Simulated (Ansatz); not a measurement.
# 1T-VBrI monolayer in a perpendicular field, part 2 of 3

Wanted: the out-of-plane response of the 1T-VBrI monolayer. A positive field points along +c.

Ansatz 0.2.0; plane-wave DFT, PBE+U-D4, Ansatz PAW.

So far. Step 2 (Relaxation): The lattice constant a goes from 3.908 to 3.962 Å.

### Step 3. Single point, field 0

A sawtooth potential applies the field, turning back in the middle of the vacuum. With the dipole correction the typed value is the field outside the slab. The induced dipole is small, so the SCF threshold is tight.

The cell differs from the one that the last finished run ended in (c 30.196 → 21.089 Å).

File input.yaml:

```yaml
crystal:
  lattice:
    - [3.9622327043, 0.0, 0.0]
    - [-1.9811163522, 3.4313941777, 0.0]
    - [0.0, 0.0, 21.0890187838]
  atoms:
    - { symbol: I, position: [0.6666666667, 0.3333333333, 0.4267623872], spin: -0.04 }
    - { symbol: V, position: [0.0, 0.0, 0.5059553979], spin: 2.62 }
    - { symbol: Br, position: [0.3333333333, 0.6666666667, 0.5732376128], spin: -0.03 }
magnetization:
  spin_polarized: true
kpoints:
  mp_grid: { grid: [12, 12, 1] }
  band_path:
    path: [[0, 0, 0], [0.5, 0, 0], [0.33333333, 0.33333333, 0], [0, 0, 0]]
    npoints: 16
hamiltonian:
  xc: pbe
  dispersion: d4
  hubbard: { sites: [{ species: V, l: d, u_eff: 2.0 }] }
scf:
  occupations: { method: fermi_dirac, width: 0.02585 }
  convergence: { dr2_threshold: 1.0e-10 }
efield:
  axis: 3
  dipole_correction: true
  ramp_position: 0.97
  ramp_width: 0.06
  amplitude: 0
output:
  dos: { projected: true, e_range: [-6, 5] }
  bader: true
  write_potential: true
  write_density: true
  volumetric_format: npy
  elf: true
```

Command:

```console
> ansatz run input.yaml --threads 4 --pin off --max-ram 6144MiB --backend cpu --events-out ev --progress --plain --runs-dir out
```

Numbers of over 12 decimals in the logs are rounded to 6 here.

The log of the run:

```text
[...]
Crystal: 3 atoms, lattice volume = 286.726 Å³
Basis set: ecut = 420 eV, 5687 PW (Γ)
Bands: 24, of which v1, the nominal top of the filled ones, is band 19 counted from 1 (18 counted from 0)
Symmetry: 6 space group operations
k-points: 19 of 144 (time reversal used)
[...]
Starting moments: Σ|m| = 2.69 μB on 3 of 3 sites
[...]
SCF iter   1: F=—  HF=-13209.463954 eV  |F-HF|=—  |Δ(HF+E_count)|=         —  Δρ=2.24e-2 (↑2.24e-2 ↓8.60e-3)  dr2=3.18e0  dr2_m=3.38e-1  M=3.000 μB ∫|m|=3.601 μB  β_m=0.30  ethr=3.10e-3  p=-0.000 e·Å  D=-6.28e-7 V/Å  ΔV_dip=0.00 eV  dr2_dipole=7.47e-2  V_vac-E_F(+/−)=5.94/5.94 eV  ⟨swp⟩=11.9  Hψ=5889  notcnv=0
efield: sawtooth ramp at fractional position 0.9700 (set: `efield.ramp_position`, or a place that a band, a saddle search or an elastic batch's reference lends), width 0.0600; the density the first Hamiltonian is built on has a dipole p = -0.000 e·Å; the dipole correction subtracts the counter field D = -6.28e-7 V/Å, which shifts the + side's vacuum level by +0.00 eV against the − side's; the planar-averaged density in the ramp window peaks in size at 7.0e-6 e/Å³
[...]
spin=Collinear: Resta preconditioning applied to the charge; magnetization (m = ρ↑ − ρ↓) channel mixes plain (no charge-response kernel on spin).
SCF iter   2: F=—  HF=-13209.630412 eV  |F-HF|=—  |Δ(HF+E_count)|=   1.66e-1  Δρ=1.37e-2 (↑1.37e-2 ↓5.34e-3)  dr2=2.64e-1  dr2_m=1.69e-1  M=3.000 μB ∫|m|=3.279 μB  β_m=1.00  ethr=3.10e-3  p=-0.064 e·Å  D=-4.06e-2 V/Å  ΔV_dip=0.86 eV  dr2_dipole=1.29e-2  V_vac-E_F(+/−)=4.85/4.00 eV  ⟨swp⟩=4.2  Hψ=2067  notcnv=0  defer=29  κ⁻¹=1.0e0(r=1)
[...]
SCF iter   5: F=—  HF=-13210.284897 eV  |F-HF|=—  |Δ(HF+E_count)|=   6.87e-2  Δρ=1.31e-3 (↑1.31e-3 ↓1.09e-3)  dr2=4.73e-3  dr2_m=1.35e-3  M=3.000 μB ∫|m|=3.307 μB  β_m=0.55  ethr=6.61e-5  p=-0.026 e·Å  D=-1.63e-2 V/Å  ΔV_dip=0.34 eV  dr2_dipole=5.33e-6  V_vac-E_F(+/−)=4.59/4.24 eV  ⟨swp⟩=3.4  Hψ=1621  notcnv=0  defer=29
density mixer auto → msr1: gapped (density of states about μ 0.10 of a free-electron gas's, 42 screened modes)
SCF iter   6: F=—  HF=-13210.370146 eV  |F-HF|=—  |Δ(HF+E_count)|=   8.52e-2  Δρ=1.15e-3 (↑7.15e-4 ↓1.15e-3)  dr2=1.25e-2  dr2_m=3.01e-4  M=3.000 μB ∫|m|=3.271 μB  β_m=0.57  ethr=1.28e-5  p=-0.018 e·Å  D=-1.16e-2 V/Å  ΔV_dip=0.24 eV  dr2_dipole=6.67e-4  V_vac-E_F(+/−)=4.64/4.40 eV  ⟨swp⟩=3.8  Hψ=2063  notcnv=0  defer=31
[...]
SCF iter  16: F=-13210.379390 eV  HF=-13210.379390 eV  |F-HF|=9.09e-12  |Δ(HF+E_count)|=  1.09e-11  Δρ=2.61e-8 (↑2.61e-8 ↓1.53e-8)  dr2=2.45e-12  dr2_m=6.13e-13  M=3.000 μB ∫|m|=3.217 μB  ethr=1.00e-12  p=-0.024 e·Å  D=-1.53e-2 V/Å  ΔV_dip=0.32 eV  dr2_dipole=5.74e-17  V_vac-E_F(+/−)=4.56/4.24 eV  ⟨swp⟩=8.5  Hψ=3242  notcnv=0
SCF 1 converged in 16 iterations: F = -13210.379390 eV  dr2 = 2.45e-12
[...]
NSCF: frozen V_eff on 49 k-points
efield: sawtooth ramp at fractional position 0.9700 (kept from the solve that this one continues, or follows in the run), width 0.0600; the density the first Hamiltonian is built on has a dipole p = -0.024 e·Å; the dipole correction subtracts the counter field D = -1.53e-2 V/Å, which shifts the + side's vacuum level by +0.32 eV against the − side's; the planar-averaged density in the ramp window peaks in size at 6.5e-6 e/Å³
SCF converged after 16 iterations
Magnetization: 3.0000 μB (20.0000 up, 17.0000 down)
Absolute magnetization: 3.2178 μB (∫|ρ↑−ρ↓|, with the PAW one-centre terms)
[...]
Per-site moments (μB) at R_I (Å): [(-0.041646, 1.168354), (2.619122, 1.110416), (-0.025599, 1.110416)]
Free energy (F): -13210.379390 eV
[...]
Internal energy: -13210.379390 eV  (E = F + TS)
E sigma→0 (E₀):  -13210.379390 eV
Fermi energy:    -0.755538 eV
Dipole field:    D = -0.015324 V/Å  (p = -0.024282 e·Å, saw-weighted, corrected)
Work function:   Φ+ = 4.5621 eV   Φ− = 4.2389 eV
Levels:          The Fermi level and band energies are counted from a zero that moves with the ramp; work functions are not
[...]
--- Band table (eV; the first three rows and the last of 38) ---
  k-point 0 ↑: bands = [... 15 lower, -2.9023, -2.9023, -2.5234, -2.5234, -2.3562, 0.8849, 0.8849, 1.7460, ... 1 higher]
  k-point 1 ↑: bands = [... 15 lower, -3.3184, -3.0691, -2.5396, -2.4068, -2.1908, 0.7121, 0.8663, 2.0011, ... 1 higher]
  k-point 2 ↑: bands = [... 15 lower, -3.5304, -3.3394, -2.6074, -2.2732, -2.0632, 0.5163, 0.8371, 2.5768, ... 1 higher]
  k-point 18 ↓: bands = [... 15 lower, -4.2665, -3.9511, 1.9097, 2.0808, 2.1067, 2.3883, 2.4449, 4.2522, ... 1 higher]
Occupation matrices written to <dir>
--- Bader charges: 3 sites ---
  site symbol  charge [e]  shift [e]    m [muB]
     0      I     -0.5589     0.0003     0.0653
     1      V      1.2109     0.0000     2.8441
     2     Br     -0.6519     0.0003     0.0906
  estimated error of the sums over rays = 2.4e-4 e
```

It took 40 s on 4 threads of Arm Neoverse N1, shared host; peak memory 0.86 GiB.

The column dr2 measures how far the density is from self-consistency, as an energy; F and HF (Harris–Foulkes) agree once it is small.

This step gave:

- dipole along the normal: -0.02428 e·Å
- gap along the path: 2.530 eV
- step between the vacuum levels: 0.3232 eV
- ionisation energy, upper face: 5.838 eV
- electron affinity, upper face: 3.307 eV
- ionisation energy, lower face: 5.515 eV
- gap, the smaller of path and mesh: 2.530 eV

Running mean over a fixed 2.8 Å (it still follows the layers) of the planar mean; the ramp of the sawtooth is left out. The electron's electrostatic potential energy less the Fermi level by z:

```csv
z (Å),electron's electrostatic potential energy less the Fermi level (eV)
3.0,4.24
3.5,4.24
4.0,4.24
4.5,4.24
5.0,4.24
5.5,4.23
6.0,4.18
6.5,3.97
7.0,3.17
7.5,1.93
8.0,0.639
8.5,-0.835
9.0,-2.37
9.5,-3.72
10.0,-4.34
10.5,-5.16
11.0,-6.07
11.5,-5.81
12.0,-4.35
12.5,-2.61
13.0,-0.798
13.5,1.55
14.0,3.62
14.5,4.38
15.0,4.52
15.5,4.55
16.0,4.56
16.5,4.56
17.0,4.56
17.5,4.56
18.0,4.56
```

The density of states has structure finer than the step of the table below, so its rows give means over 0.25 eV, whole bins alone (the curve runs from -6 to 3.24 eV). Peaks (eV: height): total -3.930: 14.0, -3.790: 9.36, -1.450: 16.2, -1.370: 13.4, 1.330: 10.8, 2.600: 10.0, 2.710: 9.56; up -5.150: 7.18, -3.930: 10.8, -1.860: 7.13, -1.450: 16.2, -1.370: 13.4, -1.290: 8.20, 1.330: 10.8; down -4.920: 5.90, -3.790: 8.87, 2.600: 9.98, 2.710: 9.43, 2.790: 5.09, 3.020: 7.39, 3.130: 5.78.

The density of states by energy, zero at the Fermi level of the run, which the smearing sets inside the gap; means over each step; values in states/eV a cell:

```csv
energy (eV),total,up,down
-5.75,0.948,0.948,0
-5.50,2.44,1.68,0.763
-5.25,3.33,1.93,1.41
-5.00,4.71,1.64,3.06
-4.75,2.36,0.822,1.54
-4.50,1.81,0.866,0.942
-4.25,2.87,1.93,0.933
-4.00,6.66,4.80,1.86
-3.75,4.84,0.650,4.19
-3.50,2.59,1.58,1.01
-3.25,4.50,2.71,1.79
-3.00,4.93,2.11,2.81
-2.75,3.11,1.27,1.84
-2.50,1.10,0.409,0.694
-2.25,0.677,0.159,0.518
-2.00,1.53,1.37,0.151
-1.75,2.64,2.64,0
-1.50,5.32,5.32,0
-1.25,2.87,2.87,0
-1.00,0,0,0
-0.75,0,0,0
-0.50,0,0,0
-0.25,0,0,0
0.00,0,0,0
0.25,0,0,0
0.50,0,0,0
0.75,0,0,0
1.00,0,0,0
1.25,2.56,2.56,0
1.50,3.23,3.23,0
1.75,2.32,2.29,0.0249
2.00,0.934,0,0.934
2.25,1.85,0,1.85
2.50,3.11,0.0199,3.09
2.75,5.02,0.113,4.91
3.00,4.40,0.126,4.28
```

Projected DOS per atom over height of the atomic layer and energy from the Fermi level. Layers: I V Br from below.

Values in states/eV, 22 rows by 3 columns, each cell a mean:
```
0.17 3.25 0.16
0.20 3.55 0.18
0.03 1.39 0.02
0.23 1.65 0.17
0.31 2.23 0.25
0.00 0.00 0.00
0.00 0.00 0.00
0.00 0.00 0.00
0.00 0.00 0.00
0.00 0.00 0.00
0.14 1.15 0.12
0.38 3.30 0.21
0.27 1.56 0.14
0.71 0.15 0.12
2.59 0.37 0.95
2.90 0.55 0.75
1.38 0.49 2.66
1.09 0.60 2.79
0.42 0.20 1.18
1.64 0.40 2.19
0.91 0.54 1.45
0.30 0.25 0.43
```
Columns: height of the atomic layer (Å) from 9 to 12.1 (not evenly spaced); rows upwards: energy from the Fermi level (eV) from -5.96 to 3.22.

Projected DOS per atom, spin up over height of the atomic layer and energy from the Fermi level. Layers: I V Br from below.

Ten even steps from '_' (0.00 states/eV) to '@' (3.30 states/eV), each cell a mean:
```
______
______
______
__==__
__**__
______
______
______
______
______
__--__
..@@__
__==__
______
::__..
==....
..__..
::..++
____..
..__::
....::
____..
```
Columns: height of the atomic layer (Å) from 9 to 12.1 (not evenly spaced); rows upwards: energy from the Fermi level (eV) from -5.96 to 3.22.

Projected DOS per atom, spin down over height of the atomic layer and energy from the Fermi level. Layers: I V Br from below.

Values in states/eV, 22 rows by 3 columns, each cell a mean:
```
0.16 3.19 0.15
0.20 3.52 0.17
0.03 1.39 0.02
0.00 0.21 0.00
0.00 0.00 0.00
0.00 0.00 0.00
0.00 0.00 0.00
0.00 0.00 0.00
0.00 0.00 0.00
0.00 0.00 0.00
0.00 0.00 0.00
0.00 0.00 0.00
0.16 0.01 0.02
0.53 0.05 0.07
1.61 0.13 0.54
1.34 0.15 0.34
0.87 0.24 2.06
0.29 0.08 0.99
0.26 0.06 0.60
1.02 0.21 1.31
0.35 0.20 0.61
0.01 0.01 0.01
```
Columns: height of the atomic layer (Å) from 9 to 12.1 (not evenly spaced); rows upwards: energy from the Fermi level (eV) from -5.96 to 3.22.

Deep bands are left out, so band numbers here count from the lowest band kept and differ from the log's. Electronic bands along the path, in eV, zero at the Fermi level of the run, which the smearing sets inside the gap; # counts the bands kept:

```csv
point,up #8,up #9,up #10,up #11,down #5,down #6,down #7,down #8
Γ,-1.77,-1.60,1.64,1.64,-2.01,-2.01,2.38,2.38
halfway,-1.46,-1.28,1.29,1.59,-2.81,-2.49,2.13,2.60
M,-1.46,-1.44,1.64,1.78,-3.23,-2.88,1.85,2.80
halfway,-1.50,-1.39,1.39,1.77,-3.38,-3.18,2.33,2.64
K,-1.49,-1.34,1.34,1.70,-3.51,-3.20,2.67,2.84
halfway,-1.44,-1.30,1.33,1.48,-2.84,-2.81,2.50,2.61
Γ,-1.77,-1.60,1.64,1.64,-2.01,-2.01,2.38,2.38
```

Spin density in the ca plane at fractional y = 0.000, with atoms of V within 0.2 Å of it.

Ten even steps from '0' (0.0 e/Å³) to '9' (2.8 e/Å³), each cell a mean:
```
00000000000000000000001375200000000000000000
00000000000000000000000021000000000000000000
00000000000000000000000000000000000000000000
00000000000000000000000000000000000000000000
00000000000000000000000000000000000000000000
00000000000000000000000000000000000000000000
00000000000000000000000000000000000000000000
00000000000000000000000000000000000000000000
00000000000000000000000133100000000000000000
00000000000000000000001598300000000000000000
```
Columns run along c (16.0 Å, from fractional 0.09 to 0.85 of the cell), rows up along a (4.0 Å). Atoms in or near the plane, at fractional coordinates: V at (0.51, 0.00).

Electrostatic potential energy in the ca plane at fractional y = 0.000, with atoms of V within 0.2 Å of it. With pseudopotentials it is smooth inside the atoms' cores, unlike the true potential.

Ten even steps from '0' (-24 eV) to '9' (4 eV), each cell a mean:
```
99999999999999999999872000048999999999999999
99999999999999999999885100278999999999999999
99999999999999999998887666788999999999999999
99999999999999999987778888888899999999999999
99999999999999999876578899887889999999999999
99999999999999999876678888887889999999999999
99999999999999999988788877888899999999999999
99999999999999999999887422578999999999999999
99999999999999999999873000058999999999999999
99999999999999999999871000048999999999999999
```
Columns run along c (16.0 Å, from fractional 0.09 to 0.85 of the cell; values clipped at the 3rd and 97th percentile), rows up along a (4.0 Å). Atoms in or near the plane, at fractional coordinates: V at (0.51, 0.00).

Valence density in the ca plane at fractional y = 0.000, with atoms of V within 0.2 Å of it. It is the smooth field of the valence electrons, not physical close to the nuclei.

Values in units of 1e0 e/Å³, 6 rows by 16 columns, each cell a mean:
```
0.0 0.0 0.0 0.0 0.0 0.1 0.5 5.9 0.7 0.0 0.0 0.0 0.0 0.0 0.0 0.0
0.0 0.0 0.0 0.0 0.0 0.2 0.2 0.3 0.2 0.1 0.0 0.0 0.0 0.0 0.0 0.0
0.0 0.0 0.0 0.0 0.1 0.3 0.3 0.1 0.3 0.2 0.0 0.0 0.0 0.0 0.0 0.0
0.0 0.0 0.0 0.0 0.1 0.3 0.3 0.1 0.2 0.2 0.0 0.0 0.0 0.0 0.0 0.0
0.0 0.0 0.0 0.0 0.0 0.1 0.2 0.9 0.2 0.1 0.0 0.0 0.0 0.0 0.0 0.0
0.0 0.0 0.0 0.0 0.0 0.0 0.8 9.0 1.0 0.0 0.0 0.0 0.0 0.0 0.0 0.0
```
Columns run along c (16.0 Å, from fractional 0.16 to 0.92 of the cell), rows up along a (4.0 Å). Atoms in or near the plane, at fractional coordinates: V at (0.51, 0.00).

The gap is 2.53 eV, with the valence edge 5.84 eV and the conduction edge 3.31 eV under the upper vacuum level. Spin-orbit coupling, left out in this run, matters for the bands of elements this heavy.

### Step 4. Single point, field 0.1 V/Å

input.yaml, as its differences from that of step 3:

```diff
@@ -28,6 +28,4 @@
   ramp_width: 0.06
-  amplitude: 0
+  amplitude: 0.1
 output:
-  dos: { projected: true, e_range: [-6, 5] }
-  bader: true
   write_potential: true
@@ -35,2 +33 @@
   volumetric_format: npy
-  elf: true
```

The log of the run:

```text
[...]
Crystal: 3 atoms, lattice volume = 286.726 Å³
Basis set: ecut = 420 eV, 5687 PW (Γ)
Bands: 24, of which v1, the nominal top of the filled ones, is band 19 counted from 1 (18 counted from 0)
Symmetry: 6 space group operations
k-points: 19 of 144 (time reversal used)
[...]
Starting moments: Σ|m| = 2.69 μB on 3 of 3 sites
[...]
k-point 1 ↑: bands = [... 15 lower, -3.3384, -3.0865, -2.5519, -2.4226, -2.2017, 0.7006, 0.8539, 1.9810, ... 1 higher]
  k-point 2 ↑: bands = [... 15 lower, -3.5470, -3.3602, -2.6184, -2.2876, -2.0740, 0.5051, 0.8248, 2.5331, ... 1 higher]
  k-point 18 ↓: bands = [... 15 lower, -4.2632, -3.9825, 1.8924, 2.0705, 2.0928, 2.3757, 2.4370, 4.2146, ... 1 higher]
Occupation matrices written to <dir>
[key lines of the parts left out:]
SCF converged after 17 iterations
Magnetization: 3.0000 μB (20.0000 up, 17.0000 down)
Free energy (F): -13210.378780 eV
Fermi energy:    -0.767036 eV
Dipole field:    D = 0.007637 V/Å  (p = 0.012101 e·Å, saw-weighted, corrected)
```

Wall time 31 s (4 threads); peak memory 0.85 GiB.

The dipole is 0.0121 e·Å, 0.0364 e·Å from its value without field, and the gap 2.530 eV.

### Step 5. Atoms held, field -0.1 V/Å

input.yaml, as its differences from that of step 4:

```diff
@@ -28,3 +28,3 @@
   ramp_width: 0.06
-  amplitude: 0.1
+  amplitude: -0.1
 output:
```

The log of the run:

```text
[...]
Crystal: 3 atoms, lattice volume = 286.726 Å³
Basis set: ecut = 420 eV, 5687 PW (Γ)
Bands: 24, of which v1, the nominal top of the filled ones, is band 19 counted from 1 (18 counted from 0)
Symmetry: 6 space group operations
k-points: 19 of 144 (time reversal used)
[...]
Starting moments: Σ|m| = 2.69 μB on 3 of 3 sites
[...]
k-point 1 ↑: bands = [... 15 lower, -3.2993, -3.0526, -2.5279, -2.3916, -2.1804, 0.7225, 0.8780, 2.0016, ... 1 higher]
  k-point 2 ↑: bands = [... 15 lower, -3.5145, -3.3194, -2.5971, -2.2595, -2.0530, 0.5262, 0.8486, 2.5829, ... 1 higher]
  k-point 18 ↓: bands = [... 15 lower, -4.2699, -3.9204, 1.9260, 2.0902, 2.1197, 2.4000, 2.4520, 4.2868, ... 1 higher]
Occupation matrices written to <dir>
[key lines of the parts left out:]
SCF converged after 17 iterations
Magnetization: 3.0000 μB (20.0000 up, 17.0000 down)
Free energy (F): -13210.383636 eV
Fermi energy:    -0.744917 eV
Dipole field:    D = -0.038272 V/Å  (p = -0.060643 e·Å, saw-weighted, corrected)
```

Wall time 31 s (4 threads); peak memory 0.84 GiB; 2 min of CPU time.

The dipole is -0.0606 e·Å, -0.0364 e·Å from its value without field, and the gap 2.531 eV.

### Step 6. Atoms held, field 0.2 V/Å

input.yaml, as its differences from that of step 5:

```diff
@@ -28,3 +28,3 @@
   ramp_width: 0.06
-  amplitude: -0.1
+  amplitude: 0.2
 output:
```

The log of the run:

```text
[...]
Crystal: 3 atoms, lattice volume = 286.726 Å³
Basis set: ecut = 420 eV, 5687 PW (Γ)
Bands: 24, of which v1, the nominal top of the filled ones, is band 19 counted from 1 (18 counted from 0)
Symmetry: 6 space group operations
k-points: 19 of 144 (time reversal used)
[...]
Starting moments: Σ|m| = 2.69 μB on 3 of 3 sites
[...]
k-point 1 ↑: bands = [... 15 lower, -3.3591, -3.1048, -2.5650, -2.4391, -2.2132, 0.6882, 0.8406, 1.9322, ... 1 higher]
  k-point 2 ↑: bands = [... 15 lower, -3.5642, -3.3818, -2.6302, -2.3026, -2.0855, 0.4928, 0.8116, 2.4333, ... 1 higher]
  k-point 18 ↓: bands = [... 15 lower, -4.2600, -4.0145, 1.8741, 2.0592, 2.0779, 2.3623, 2.4282, 4.1735, ... 1 higher]
Occupation matrices written to <dir>
[key lines of the parts left out:]
SCF converged after 17 iterations
Magnetization: 3.0000 μB (20.0000 up, 17.0000 down)
Free energy (F): -13210.381811 eV
Fermi energy:    -0.779425 eV
Dipole field:    D = 0.030615 V/Å  (p = 0.048511 e·Å, saw-weighted, corrected)
```

Wall time 31 s (4 threads); peak memory 0.85 GiB; 2 min of CPU time.

The dipole is 0.0485 e·Å, 0.0728 e·Å from its value without field, and the gap 2.529 eV.

### Step 7. Atoms held, field -0.2 V/Å

input.yaml, as its differences from that of step 6:

```diff
@@ -28,3 +28,3 @@
   ramp_width: 0.06
-  amplitude: 0.2
+  amplitude: -0.2
 output:
```

The log of the run:

```text
[...]
Crystal: 3 atoms, lattice volume = 286.726 Å³
Basis set: ecut = 420 eV, 5687 PW (Γ)
Bands: 24, of which v1, the nominal top of the filled ones, is band 19 counted from 1 (18 counted from 0)
Symmetry: 6 space group operations
k-points: 19 of 144 (time reversal used)
[...]
Starting moments: Σ|m| = 2.69 μB on 3 of 3 sites
[...]
k-point 1 ↑: bands = [... 15 lower, -3.2810, -3.0369, -2.5170, -2.3770, -2.1706, 0.7319, 0.8888, 1.9840, ... 1 higher]
  k-point 2 ↑: bands = [... 15 lower, -3.4993, -3.3003, -2.5875, -2.2464, -2.0435, 0.5351, 0.8593, 2.5536, ... 1 higher]
  k-point 18 ↓: bands = [... 15 lower, -4.2734, -3.8903, 1.9413, 2.0986, 2.1317, 2.4109, 2.4581, 4.3184, ... 1 higher]
Occupation matrices written to <dir>
[key lines of the parts left out:]
SCF converged after 17 iterations
Magnetization: 3.0000 μB (20.0000 up, 17.0000 down)
Free energy (F): -13210.391518 eV
Fermi energy:    -0.735188 eV
Dipole field:    D = -0.061216 V/Å  (p = -0.096999 e·Å, saw-weighted, corrected)
```

Wall time 30 s (4 threads); peak memory 0.85 GiB; 2 min of CPU time.

The dipole is -0.0970 e·Å, -0.0727 e·Å from its value without field, and the gap 2.530 eV.

### Step 8. Single point, field 0.35 V/Å

input.yaml, as its differences from that of step 7:

```diff
@@ -28,4 +28,6 @@
   ramp_width: 0.06
-  amplitude: -0.2
+  amplitude: 0.35
 output:
+  dos: { projected: true, e_range: [-6, 5] }
+  bader: true
   write_potential: true
@@ -33 +35,2 @@
   volumetric_format: npy
+  elf: true
```

The log of the run:

```text
[...]
Crystal: 3 atoms, lattice volume = 286.726 Å³
Basis set: ecut = 420 eV, 5687 PW (Γ)
Bands: 24, of which v1, the nominal top of the filled ones, is band 19 counted from 1 (18 counted from 0)
Symmetry: 6 space group operations
k-points: 19 of 144 (time reversal used)
[...]
Starting moments: Σ|m| = 2.69 μB on 3 of 3 sites
[...]
k-point 18 ↓: bands = [... 15 lower, -4.2558, -4.0637, 1.8445, 2.0405, 2.0538, 2.3406, 2.4132, 4.1051, ... 1 higher]
Occupation matrices written to <dir>
--- Bader charges: 3 sites ---
  site symbol  charge [e]  shift [e]    m [muB]
     0      I     -0.5752     0.0003     0.0691
     1      V      1.2129     0.0000     2.8430
     2     Br     -0.6377     0.0003     0.0879
  estimated error of the sums over rays = 2.7e-4 e
[key lines of the parts left out:]
SCF converged after 17 iterations
Magnetization: 3.0000 μB (20.0000 up, 17.0000 down)
Free energy (F): -13210.393188 eV
Fermi energy:    -0.799730 eV
Dipole field:    D = 0.065134 V/Å  (p = 0.103208 e·Å, saw-weighted, corrected)
```

Wall time 38 s (4 threads); peak memory 0.86 GiB.

The dipole is 0.103 e·Å, 0.127 e·Å from its value without field, and the gap 2.526 eV.

(Continued in part 3 of 3.)

[Logs are printed without paths, hosts, clocks, repeated set-up lines and the standing remarks that a program may print on its own settings, such as how far it seeks lower states.]

[Hosts, paths, dates, database ids (printed as entryN), source tags and the programs' standing remarks are cut or masked in the printed files.]

[Maps of the electrostatic potential energy from Ansatz leave out the sawtooth potential of an applied field or a dipole correction, so their vacuum need not be flat; planar profiles and work functions include it.]
